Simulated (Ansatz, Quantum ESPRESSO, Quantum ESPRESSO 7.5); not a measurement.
## Hf2COS MXene, 1 layer: biaxial strain by an ASE script

How do the band edges of Hf2COS MXene, 1 layer move against the vacuum when the sheet is stretched?

Program: Quantum ESPRESSO 7.5. Level of theory: plane-wave DFT, PBE, GBRV ultrasoft pseudopotentials (geometry by Ansatz 0.2.0 with PAW datasets; geometry under PBE). Results are calculated unless marked as measured.

This is a report of a sequence of runs, with most program output left out.

### 1. The starting structure

The cell holds 5 atoms: 1 S, 2 Hf, 1 C and 1 O. Cell: a = 3.289 Å, b = 3.289 Å, c = 20.587 Å, α = 90.0°, β = 90.0°, γ = 120.0°. It derives from Hf2COS. Vacuum lies along c.

### 2. Relaxation with Ansatz

The geometry comes first, from a plane-wave PAW code, so that the later runs on this slab share one structure.

input.yaml reads:

```yaml
crystal:
  lattice:
    - [3.289, 0.0, 0.0]
    - [-1.6445, 2.848357553, 0.0]
    - [0.0, 0.0, 20.5866226631]
  atoms:
    - { symbol: S, position: [0.3333333333, 0.6666666667, 0.3643142502] }
    - { symbol: Hf, position: [0.6666666667, 0.3333333333, 0.4523518813] }
    - { symbol: C, position: [0.0, 0.0, 0.5153904766] }
    - { symbol: Hf, position: [0.3333333333, 0.6666666667, 0.5784290718] }
    - { symbol: O, position: [0.6666666667, 0.3333333333, 0.6356857498] }
kpoints:
  mp_grid: { grid: [12, 12, 1] }
hamiltonian:
  xc: pbe
scf:
  occupations: { method: fermi_dirac, width: 0.05 }
  convergence: { dr2_threshold: 1.0e-08 }
efield:
  axis: 3
  dipole_correction: true
  ramp_position: 0.97
  ramp_width: 0.04
relax:
  f_tol: 0.01
  cell: { fix: [c, alpha, beta] }
output:
  write_potential: true
  write_density: true
  volumetric_format: npy
```

Started as:

```
ansatz run input.yaml --threads 2 --pin off --max-ram 4096MiB --backend cpu --events-out ev --progress --plain --runs-dir out
```

Run time: 45 s. Hardware: 2 threads of Arm Neoverse V2, shared host; peak memory 0.51 GiB.

Relaxation path:

```csv
step,energy less that of the first step (eV),largest force component (eV/Å),pressure (GPa),volume (Å³)
1,0.0000,4.2439,-1.17,192.86
2,-0.5250,2.2746,0.61,197.70
3,-0.4932,1.2355,-0.05,207.89
4,-0.6581,0.2026,-0.24,199.87
5,-0.6599,0.0984,-0.02,200.15
6,-0.6603,0.0132,0.01,199.98
7,-0.6603,0.0016,-0.01,200.03
8*,-0.6662,0.0005,0.03,200.03
```

Relaxation steps marked * repeat the geometry before them on a plane-wave basis chosen anew for their cell, so energy and pressure can jump there. Relaxation step 3 was tried and not accepted.

Forces are held to the 6 operations that the run works with; a distortion that breaks them can't arise in this run.

```csv
cell as run,before,after,change
a (Å),3.289,3.350,+1.8 %
b (Å),3.289,3.350,+1.8 %
```

The atoms that moved most (Å, along periodic axes as changes of fractional coordinates times the final cell, across vacuum about the mean position):

```csv
atom,dx,dy,dz,length
O5,0.000,0.000,-0.209,0.209
S1,0.000,0.000,0.185,0.185
Hf4,0.000,0.000,0.071,0.071
Hf2,0.000,0.000,-0.036,0.036
C3,0.000,0.000,-0.011,0.011
```

Final coordinates:

```xyz
5
Lattice="3.3496 0.0000 0.0000 -1.6748 2.9008 0.0000 0.0000 0.0000 20.5866" Properties=species:S:1:pos:R:3
S     0.0000    1.9339    7.6846
Hf    1.6748    0.9669    9.2763
C     0.0000    0.0000   10.5993
Hf    0.0000    1.9339   11.9791
O     1.6748    0.9669   12.8778
```

Read from the output:

* free energy: -33169.2431 eV
* energy at zero smearing: -33169.2407 eV
* smearing term TS: 0.004751 eV
* Fermi energy: 2.274 eV
* symmetry operations: 6
* work function of the upper face: 4.615 eV
* work function of the lower face: 6.014 eV
* dipole along the normal: 0.07513 e·Å

### 3. The script

Under ESM bc1 levels count from the vacuum, or from the mean of the two vacuum levels where the sheet has a dipole, so band edges at unlike strains can be compared.

Level of this step: plane-wave DFT, PBE, GBRV ultrasoft pseudopotentials (Quantum ESPRESSO 7.5).

run.py reads:

```python
import json
import numpy as np
from ase import Atoms
from ase.calculators.espresso import Espresso, EspressoProfile

profile = EspressoProfile(command='mpirun -n 2 pw.x -nk 2', pseudo_dir='../pseudo')
pseudopotentials = {'C': 'c_pbe_v1.2.uspp.F.UPF', 'Hf': 'hf_pbe_v1.uspp.F.UPF', 'O': 'o_pbe_v1.2.uspp.F.UPF', 'S': 's_pbe_v1.4.uspp.F.UPF'}
system = {'ecutwfc': 40, 'ecutrho': 200, 'occupations': 'smearing', 'smearing': 'fd', 'degauss': 0.002}


def calculator(name, kpts, **extra):
    data = dict(control=dict(tprnfor=True, verbosity='high', disk_io='none'),
                system=system | extra,
                electrons=dict(conv_thr=1e-09, mixing_beta=0.4, mixing_mode='plain',
                               electron_maxstep=100))
    return Espresso(profile=profile, directory=name, pseudopotentials=pseudopotentials, kpts=kpts, input_data=data)


def centre(atoms):
    z = atoms.positions[:, 2]
    atoms.positions[:, 2] -= (z.max() + z.min()) / 2  # ESM wants the slab about z = 0
    return atoms

sheet = Atoms(
    ['S', 'Hf', 'C', 'Hf', 'O'],
    scaled_positions=[
        [0.3333333333, 0.6666666667, 0.3732793704],
        [0.6666666667, 0.3333333333, 0.4505969727],
        [0.0000000000, 0.0000000000, 0.5148640567],
        [0.3333333333, 0.6666666667, 0.5818876133],
        [0.6666666667, 0.3333333333, 0.6255434167]],
    cell=[
        [3.349565601393, 0.000000000000, 0.000000000000],
        [-1.674782800696, 2.900808902449, 0.000000000000],
        [0.000000000000, 0.000000000000, 20.586622663100]],
    pbc=True)

rows = []
for strain in [-0.03, -0.015, 0.0, 0.015, 0.03]:
    atoms = sheet.copy()
    atoms.set_cell(sheet.cell.array * [[1 + strain], [1 + strain], [1]], scale_atoms=True)
    atoms = centre(atoms)
    atoms.calc = calculator(f's{strain:+.3f}', (12, 12, 1), assume_isolated='esm', esm_bc='bc1', nbnd=24)
    energy = atoms.get_potential_energy()
    levels = np.array([atoms.calc.get_eigenvalues(kpt=i) for i in range(len(atoms.calc.get_ibz_k_points()))])
    top, bottom = levels[:, 19].max(), levels[:, 20].min()
    direct = (levels[:, 20] - levels[:, 19]).min()
    rows.append([strain, energy, top, bottom, direct])
    print(f'strain {strain:+.3f}: E = {energy:.5f} eV, valence top {top:.3f}, conduction bottom {bottom:.3f}, '
          f'gap {bottom - top:.3f}, least direct gap {direct:.3f} eV')

x, energy, top, bottom, direct = np.array(rows).T
area = np.linalg.norm(np.cross(*sheet.cell[:2]))
stiffness = np.polyfit(x, energy, 2)[0] / area * 16.0218  # C11 + C12, heights clamped
print(f'valence and conduction edges move by {np.polyfit(x, top, 1)[0]:.2f} and {np.polyfit(x, bottom, 1)[0]:.2f} eV per unit biaxial strain')
print(f'C11 + C12 with clamped heights: {stiffness:.1f} N/m')
json.dump(dict(rows=rows, stiffness=stiffness), open('result.json', 'w'))
```

Started as:

```
OMP_NUM_THREADS=1 python run.py
```

Elapsed: 9 min, on 2 MPI ranks; peak memory 0.69 GiB; 18 min of CPU time.

Read from the output:

- biaxial stiffness: 358.5 N/m

Band edge from the vacuum level against biaxial strain:

```csv
biaxial strain (%),valence top (eV),conduction bottom (eV)
-3.00,-4.94,-5.34
-1.50,-5.05,-5.32
0.00,-5.18,-5.31
1.50,-5.29,-5.30
3.00,-5.39,-5.30
```

Table of gap by biaxial strain:

```csv
biaxial strain (%),on the mesh (eV),least direct (eV)
-3.00,-0.394,0.744
-1.50,-0.266,0.852
0.00,-0.132,0.968
1.50,-0.0123,1.07
3.00,0.089,1.16
```

Table of energy over the lowest by biaxial strain:

```csv
biaxial strain (%),energy over the lowest (meV)
-3.00,208
-1.50,49.6
0.00,0
1.50,48.0
3.00,184
```

### 4. Running the series: PBEsol, GBRV ultrasoft

Level of this step: plane-wave DFT, PBEsol, GBRV ultrasoft pseudopotentials (Quantum ESPRESSO 7.5).

run.py, as its differences from the input of step 3:

```diff
@@ -6,3 +6,3 @@
 profile = EspressoProfile(command='mpirun -n 2 pw.x -nk 2', pseudo_dir='../pseudo')
-pseudopotentials = {'C': 'c_pbe_v1.2.uspp.F.UPF', 'Hf': 'hf_pbe_v1.uspp.F.UPF', 'O': 'o_pbe_v1.2.uspp.F.UPF', 'S': 's_pbe_v1.4.uspp.F.UPF'}
+pseudopotentials = {'C': 'c_pbesol_v1.2.uspp.F.UPF', 'Hf': 'hf_pbesol_v1.uspp.F.UPF', 'O': 'o_pbesol_v1.2.uspp.F.UPF', 'S': 's_pbesol_v1.4.uspp.F.UPF'}
 system = {'ecutwfc': 40, 'ecutrho': 200, 'occupations': 'smearing', 'smearing': 'fd', 'degauss': 0.002}
```

Started as:

```
OMP_NUM_THREADS=1 python run.py
```

It took 10 min on 2 MPI ranks; peak memory 0.69 GiB.

This step gave:

* biaxial stiffness: 344.0 N/m

Band edge from the vacuum level against biaxial strain:

```csv
biaxial strain (%),valence top (eV),conduction bottom (eV)
-3.00,-4.99,-5.43
-1.50,-5.09,-5.41
0.00,-5.21,-5.40
1.50,-5.32,-5.39
3.00,-5.42,-5.39
```

Table of gap by biaxial strain:

```csv
biaxial strain (%),on the mesh (eV),least direct (eV)
-3.00,-0.446,0.702
-1.50,-0.321,0.807
0.00,-0.194,0.917
1.50,-0.0702,1.03
3.00,0.0332,1.11
```

Table of energy over the lowest by biaxial strain:

```csv
biaxial strain (%),energy over the lowest (meV)
-3.00,70.7
-1.50,0
0.00,32.6
1.50,159
3.00,370
```

### 5. Worked from the printed numbers

Under equal strain ε in the plane, E = A (C11 + C12) ε². From the points at ±1.5 %: d²E/dε² = (49.57 + 48.04 − 2 × 0.00) meV / 0.015² = 434 eV, and 434/(2 × 9.716 Å²) × 16.02 = 358 N/m.

### 6. Summary of results

| Property | Result |
| --- | --- |
| C11 + C12, heights clamped, PBE, GBRV ultrasoft | 358 N/m |
| C11 + C12, heights clamped, PBEsol, GBRV ultrasoft | 344 N/m |

The sheet's biaxial stiffness comes to 358 N/m (PBE, GBRV ultrasoft). The bands touch or overlap at some strains, so edges by band count are no gaps there. Heights are clamped under strain, which makes a sheet with several atomic planes too stiff. Zero strain is the PBE cell; under PBEsol the energy is lowest near -1.2 %, so its stiffness is taken away from its own minimum. Semilocal gaps are too small. The sheet carries a dipole, so the two faces have unlike vacuum levels and the zero lies between them. Spin-orbit coupling is left out; depending on the atoms that carry the levels of interest, it can split and shift them by tenths of an eV to an eV or more.

[Logs are printed without paths, hosts, clocks, repeated set-up lines and the standing remarks that a program may print on its own settings, such as how far it seeks lower states.]

[Hosts, paths, dates, database ids (printed as entryN), source tags and the programs' standing remarks are cut or masked in the printed files.]

[Maps of the electrostatic potential energy from Ansatz leave out the sawtooth potential of an applied field or a dipole correction, so their vacuum need not be flat; planar profiles and work functions include it.]
